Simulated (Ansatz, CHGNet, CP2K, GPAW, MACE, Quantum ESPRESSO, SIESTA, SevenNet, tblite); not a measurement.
**Running random packing of C72N28 (at. %) (57 atoms) with tblite**

Aim: run random packing of C72N28 (at. %) (57 atoms) in tblite and see how near its forces come to a plane-wave reference, and at what cost.

Calculated with tblite 0.8.0; the method is named at each step.

## (1) The structure

The cell holds 57 atoms: 41 C and 16 N. Cell: a = 7.976 Å, b = 7.976 Å, c = 7.976 Å, α = 90.0°, β = 90.0°, γ = 90.0°. 57 atoms (41 C, 16 N) packed at random in a cube at 2.35 g/cm³ and pushed apart as soft spheres; a start for melting by ab initio MD, not an equilibrated structure. Then every atom was moved at random, 0.02 Å r.m.s. a Cartesian component.

The yardstick, on the same geometry:

| Property | Result |
| --- | --- |
| method | Kohn-Sham DFT, PBE, SSSP efficiency 1.3.0 pseudopotentials, plane waves (Quantum ESPRESSO 7.5); sssp-pbe-1.3.0-efficiency, cutoffs 60/480 Ry, Γ point |
| r.m.s. force component | 1.973 eV/Å |
| longest force | 7.252 eV/Å |
| pressure | -26.83 GPa |
| time | 80 s on 2 MPI ranks of Arm Neoverse V1, shared host |
| CPU time | 2.7 min |

## (2) GFN2-xTB

Method: GFN2-xTB tight binding, diagonalisation.

The input, run.py:

```python
import numpy as np
from ase.io import read
from tblite.ase import TBLite

atoms = read("structure.xyz")
atoms.calc = TBLite(method="GFN2-xTB", electronic_temperature=580, accuracy=1.0, max_iterations=250, mixer_damping=0.1, verbosity=1)
energy = atoms.get_potential_energy()
forces = atoms.get_forces()
print(f"energy {energy:.6f} eV")
print("forces (eV/A)")
for i, (a, f) in enumerate(zip(atoms, forces)):
    print(f"{i:4d} {a.symbol:2s} {f[0]:10.5f} {f[1]:10.5f} {f[2]:10.5f}")
stress = -atoms.get_stress(voigt=False) * 160.21766
print("stress (GPa, compression positive)")
for row in stress:
    print(" ".join(f"{x:10.4f}" for x in row))
print("charges (e)")
print(np.array2string(atoms.get_charges(), precision=4, suppress_small=True, max_line_width=110, threshold=100000))
```

The input, structure.xyz:

```xyz
57
Lattice="7.97600 0.00000 0.00000 0.00000 7.97600 0.00000 0.00000 0.00000 7.97600" Properties=species:S:1:pos:R:3 pbc="T T T"
C 0.04762 3.86046 6.68078
C 0.31521 4.44367 4.53866
C 0.40478 6.13929 6.37322
C 3.15323 7.38841 2.72093
C 6.11919 5.20673 7.83602
C 3.87570 5.01690 5.44705
C 7.41569 3.40838 3.23810
C 4.54879 2.05191 1.74938
C 5.26193 4.01217 6.81868
C 4.25344 3.44428 4.80291
C 4.81232 7.42566 6.37777
C 3.31491 0.18720 6.80106
C 1.41965 5.94994 3.16902
C 7.51850 6.70415 4.04479
C 2.67547 2.74486 7.38506
C 3.80479 5.81299 6.95667
C 2.86314 4.65136 3.76220
C 7.75897 1.06695 5.51772
C 2.25832 4.92917 6.10587
C 7.08628 3.53720 0.12379
C 4.46911 4.11314 3.26298
C 7.15551 1.34731 3.85695
C 0.53328 4.37707 1.57574
C 5.18663 0.95600 2.98940
C 5.77662 7.25497 0.76259
C 2.20520 3.26944 5.62292
C 0.01468 0.85200 7.60679
C 2.21167 4.54752 1.28493
C 0.63282 2.78083 0.31713
C 1.42108 0.85638 6.60381
C 6.42092 4.57966 4.69930
C 4.46233 6.25470 1.73231
C 2.26048 6.68221 5.32893
C 0.27238 1.00673 2.30171
C 5.29973 4.57727 1.63755
C 6.40808 0.07274 5.31616
C 4.37978 7.11842 4.67473
C 4.57121 1.92732 5.62787
C 6.00146 2.44185 4.86010
C 7.81672 5.23385 0.00040
C 3.90649 5.03054 0.60737
N 6.74770 6.05426 1.63237
N 6.03448 3.11303 2.06235
N 0.84091 2.46107 6.25861
N 2.48237 1.28477 1.91249
N 2.13326 2.92352 1.73103
N 0.53088 7.12759 1.19217
N 5.75644 5.51572 3.31243
N 1.33454 2.69748 3.44348
N 1.36166 5.84346 0.35238
N 6.35934 1.70192 7.31694
N 1.00426 7.87518 3.28755
N 2.50303 0.34137 0.34584
N 5.52370 5.95313 6.15739
N 3.41851 1.54910 3.88383
N 6.64026 7.78673 2.33314
N 4.51777 2.02662 0.07593
```

Command:

```sh
$ OMP_NUM_THREADS=1 python run.py > output.txt
```

The log of the run:

```text
------------------------------------------------------------
  cycle        total energy    energy error   density error
------------------------------------------------------------
      1     -121.3834946976  -1.2160156E+02   3.3769122E-01
      2     -124.7113024547  -3.3278078E+00   2.5001466E-01
      3     -125.0332005090  -3.2189805E-01   2.2669556E-01
      4     -126.8217256902  -1.7885252E+00   1.7252860E-01
      5     -126.4788667749   3.4285892E-01   1.3154034E-01
      6     -126.8545163666  -3.7564959E-01   7.2334466E-02
      7     -127.0084651178  -1.5394875E-01   3.7811267E-02
      8     -127.0689179765  -6.0452859E-02   2.6526136E-02
      9     -127.0877413965  -1.8823420E-02   2.1339328E-02
     10     -127.0853934247   2.3479718E-03   1.8709432E-02
     11     -127.0927752816  -7.3818569E-03   1.1662015E-02
     12     -127.0915804685   1.1948131E-03   6.8795158E-03
     13     -127.0942294765  -2.6490080E-03   4.0716132E-03
     14     -127.0949734162  -7.4393971E-04   2.9785994E-03
     15     -127.0950292993  -5.5883085E-05   2.2981052E-03
     16     -127.0950130179   1.6281434E-05   1.6558393E-03
     17     -127.0950690225  -5.6004602E-05   7.6142293E-04
     18     -127.0950884002  -1.9377781E-05   4.7374813E-04
     19     -127.0950901264  -1.7261266E-06   4.0841598E-04
     20     -127.0950921979  -2.0715861E-06   3.2038510E-04
     21     -127.0950933320  -1.1340243E-06   1.8273775E-04
     22     -127.0950940844  -7.5242006E-07   1.0919726E-04
     23     -127.0950941888  -1.0440503E-07   8.3553128E-05
     24     -127.0950942219  -3.3112684E-08   5.9283854E-05
     25     -127.0950942797  -5.7817644E-08   2.5652181E-05
     26     -127.0950942880  -8.2341671E-09   1.7367202E-05
------------------------------------------------------------
 total:                                   4.483 sec
energy -3458.433672 eV
forces (eV/A)
   0 C    -0.28272   -3.09839    1.91488
   1 C    -4.04033    0.10847   -0.51681
   2 C     2.02670   -1.77042    0.59611
   3 C     1.33974   -0.63318    0.19107
   4 C     2.54394   -2.11726   -0.87908
   5 C    -2.43228   -1.47202   -0.26029
   6 C     1.27974   -0.52542   -0.29826
   7 C     3.24574   -2.10523   -2.36588
   8 C     1.46727    1.39714    1.50019
   9 C     0.24323    1.40855   -0.82750
  10 C    -0.60607   -1.54855   -4.17089
  11 C    -0.53507   -0.91169    4.34051
  12 C     0.83579    1.27877    1.47962
  13 C     1.21014    2.49708   -0.79615
  14 C     0.36239    0.10725   -1.72883
  15 C     0.73434   -2.63894    0.08970
  16 C     2.78200    0.13269   -0.89512
  17 C    -3.38967   -1.28316   -1.67656
  18 C     2.81577    0.20450   -3.33346
  19 C     4.05972   -1.68518   -3.75005
  20 C    -2.36002    2.55529    2.84532
  21 C    -1.36709    2.38774    3.61123
  22 C     2.03005   -0.21423   -1.09549
  23 C    -1.93114    1.89065   -2.36495
[...]
49 N    -5.11953    1.05201    0.57364
  50 N     1.68949    0.19741    0.78817
  51 N    -3.01693   -1.42947   -1.93918
  52 N     1.19315    1.46838   -2.37671
  53 N    -3.39598    2.13188    2.96241
  54 N     3.97975   -1.34386    0.19722
  55 N    -1.43866   -0.15135   -2.23923
  56 N     0.86505    0.75517    4.67312
stress (GPa, compression positive)
  -61.8033     3.2619     2.5539
    3.2619   -55.5566     5.1786
    2.5539     5.1786   -55.8051
charges (e)
[ 0.0101 -0.0534 -0.0806 -0.0512  0.0347  0.1037  0.0551  0.0675 -0.0964  0.1137  0.1349  0.0783 -0.045
 -0.0534 -0.0916  0.0304 -0.0454  0.0767  0.0415  0.0417  0.0301  0.0624 -0.0339 -0.0074 -0.1033 -0.0099
  0.0201  0.1034 -0.0192  0.0445 -0.0246  0.0163 -0.0756 -0.0455  0.1506 -0.0006 -0.0628 -0.0309 -0.0051
  0.1898  0.0378 -0.0504 -0.089   0.0638  0.0673  0.0067 -0.0508 -0.0881 -0.0407 -0.0608 -0.0999  0.0415
 -0.0614 -0.019  -0.0653  0.0112 -0.0726]
```

The job ended after 5.2 s (1 thread of Arm Neoverse V1, shared host; peak memory 0.1 GiB).

Banners, paths, timers and routine set-up lines are dropped from the logs unmarked, and long logs keep their key lines alone; longer cuts are marked.

Numbers from this run, and their distance from the reference:

| Quantity | Value |
| --- | --- |
| r.m.s. force component | 2.31 eV/Å |
| r.m.s. difference of force components | 590.8 meV/Å |
| longest difference of force vectors | 2129 meV/Å |
| force difference over r.m.s. force | 29.95 % |
| slope of forces against the reference's | 1.141 |
| correlation of force components | 0.9742 |
| pressure | -57.72 GPa |
| pressure difference | -30.89 GPa |

Length of the force difference by element (eV/Å):

```tsv
element	atoms	mean	most
C	41	0.81	1.7
N	16	1.2	2.1
```

A closer look about C38, which bears the longest force: 12 atoms, nearest first, numbered in the order of the input, with positions taken from that point.

```tsv
atom	x	y	z	distance (Å)	Mulliken charge (e)	Fx	Fy	Fz (eV/Å)
C38	0.00	0.00	0.00	0.00	-0.03	1.71	4.44	-6.38
C39	1.43	0.51	-0.77	1.70	-0.01	-1.60	-1.43	1.05
C10	-0.32	1.52	-0.82	1.76	0.11	0.24	1.41	-0.83
N55	-1.15	-0.38	-1.74	2.12	-0.07	3.98	-1.34	0.20
N57	-0.05	0.10	2.42	2.43	-0.07	0.87	0.76	4.67
C12	-1.26	-1.74	1.17	2.45	0.08	-0.54	-0.91	4.34
N51	1.79	-0.23	1.69	2.47	-0.10	1.69	0.20	0.79
C9	0.69	2.08	1.19	2.50	-0.10	1.47	1.40	1.50
C11	0.24	-2.48	0.75	2.60	0.13	-0.61	-1.55	-4.17
C36	1.84	-1.85	-0.31	2.63	0.00	4.07	1.01	-0.59
C15	-1.90	0.82	1.76	2.71	-0.09	0.36	0.11	-1.73
C26	-2.37	1.34	0.00	2.72	-0.01	-1.58	1.28	5.62
```

Atoms are counted from 1 here, from 0 in the log.

Forces lie 30 % from the reference's, at 0.032 times its CPU time (on 1 against 2 cores).

## (3) GFN1-xTB

Method: GFN1-xTB tight binding, diagonalisation.

run.py: that of step 2 with these lines changed.

```diff
@@ -5,3 +5,3 @@
 atoms = read("structure.xyz")
-atoms.calc = TBLite(method="GFN2-xTB", electronic_temperature=580, accuracy=1.0, max_iterations=250, mixer_damping=0.1, verbosity=1)
+atoms.calc = TBLite(method="GFN1-xTB", electronic_temperature=580, accuracy=1.0, max_iterations=250, mixer_damping=0.1, verbosity=1)
 energy = atoms.get_potential_energy()
```

structure.xyz is that of step 2.

The log of the run:

```text
------------------------------------------------------------
  cycle        total energy    energy error   density error
------------------------------------------------------------
      1     -123.4912806022  -1.2337354E+02   6.5241024E-01
      2     -127.5225736230  -4.0312930E+00   4.6530728E-01
      3     -128.9814296007  -1.4588560E+00   3.7137430E-01
[...]
18     -130.0805513465  -2.7221884E-07   6.9391839E-05
     19     -130.0805514277  -8.1253773E-08   1.5497475E-05
------------------------------------------------------------
 total:                                   0.736 sec
energy -3539.672099 eV
forces (eV/A)
   0 C    -0.65381   -2.74281    2.39795
   1 C    -5.56409    0.29025   -0.87299
   2 C     2.18619   -1.74068    0.46875
[...]
55 N    -1.65136    0.28937   -2.19206
  56 N    -0.17726    1.08893    4.66858
stress (GPa, compression positive)
  -63.4403     2.1453     3.0096
    2.1453   -53.7965     6.2205
    3.0096     6.2205   -55.3843
charges (e)
[ 0.0381 -0.0161  0.0296  0.1367  0.0627  0.0589  0.1493  0.1996  0.0592  0.083   0.1229  0.142   0.0708
  0.1113  0.0769  0.081   0.016   0.0925 -0.0127  0.0715  0.0608  0.0743  0.0736  0.1125  0.0469  0.047
  0.1208  0.1287  0.0604  0.1161  0.0832 -0.0036 -0.0333  0.1707  0.209   0.0162  0.0117  0.0242  0.0153
  0.1777 -0.0026 -0.1214 -0.2695 -0.1521 -0.02   -0.1047 -0.1358 -0.2545 -0.2048 -0.1758 -0.2678 -0.2274
 -0.228  -0.2267 -0.2687 -0.1674 -0.2581]
```

The job ended after 1.4 s (1 thread; peak memory 0.1 GiB).

Numbers from this run, and their distance from the reference:

| Item | Value |
| --- | --- |
| r.m.s. force component | 2.492 eV/Å |
| r.m.s. difference of force components | 714.8 meV/Å |
| longest difference of force vectors | 2653 meV/Å |
| force difference over r.m.s. force | 36.24 % |
| slope of forces against the reference's | 1.232 |
| correlation of force components | 0.9754 |
| pressure | -57.54 GPa |
| pressure difference | -30.71 GPa |

Against the first run (30 %), the force difference from the reference is 36 %, at 0.27 times the CPU time.

## (4) The ladder

Differences are against the plane-wave reference, forces as r.m.s. over components; share is that over the reference's r.m.s. force, slope the least-squares factor from reference forces to these. Total energies of different programs have different zeros and aren't compared.

```tsv
run	Δ force, r.m.s. (meV/Å)	share (%)	slope	Δ pressure (GPa)	cores	CPU time	memory (GiB)
reference	-	-	-	-	2	2.7 min	1.1
tblite GFN2-xTB	591	29.9	1.141	-30.9	1	5.2 s	0.1
tblite GFN1-xTB	715	36.2	1.232	-30.7	1	1.4 s	0.1
```

CPU time is summed over cores on a shared host, where runs went side by side, so it is rough. Symmetry, cutoffs, thresholds, outputs and thread counts weren't matched or tuned between programs; memory under MPI is the largest rank's times the ranks.

## (5) Outcome

```yaml
nearest_in_forces: tblite GFN2-xTB, 30 %
its_cpu_time: 5.2 s
```

**Reading.** Tight binding differs by 30 % (tblite GFN2-xTB) to 36 % (tblite GFN1-xTB); it is another model, with fitted parameters of its own, and the xTB methods hold dispersion. Of the electronic-structure runs that take under half the reference's CPU time, tblite GFN2-xTB comes nearest, at 30 % in 5.2 s against 2.7 min; its pressure misses by -30.9 GPa. Periodic xTB results under one method name differ between programs and library versions. The reference's pressure holds the uncorrected Pulay stress of its 60 Ry basis, so small pressure differences, and their order, may be the reference's own error. The reference's stress is far from hydrostatic: its diagonal is -29.2, -26.2, -25.0 GPa, compression counted positive. The reference's pressure of -27 GPa says that the cell would shrink at this level of theory. The electronic-structure runs sample only Γ, in a cell whose shortest periodic width is 8 Å, which is coarse for a cell with partly filled levels.

[Also dropped from logs without a mark: logging warnings of Python, and SIESTA's first energy breakdown and zero terms.]

[Logs are printed without paths, hosts, clocks, repeated set-up lines and the standing remarks that a program may print on its own settings, such as how far it seeks lower states.]

[Hosts, paths, dates, database ids (printed as entryN), source tags and the programs' standing remarks are cut or masked in the printed files.]
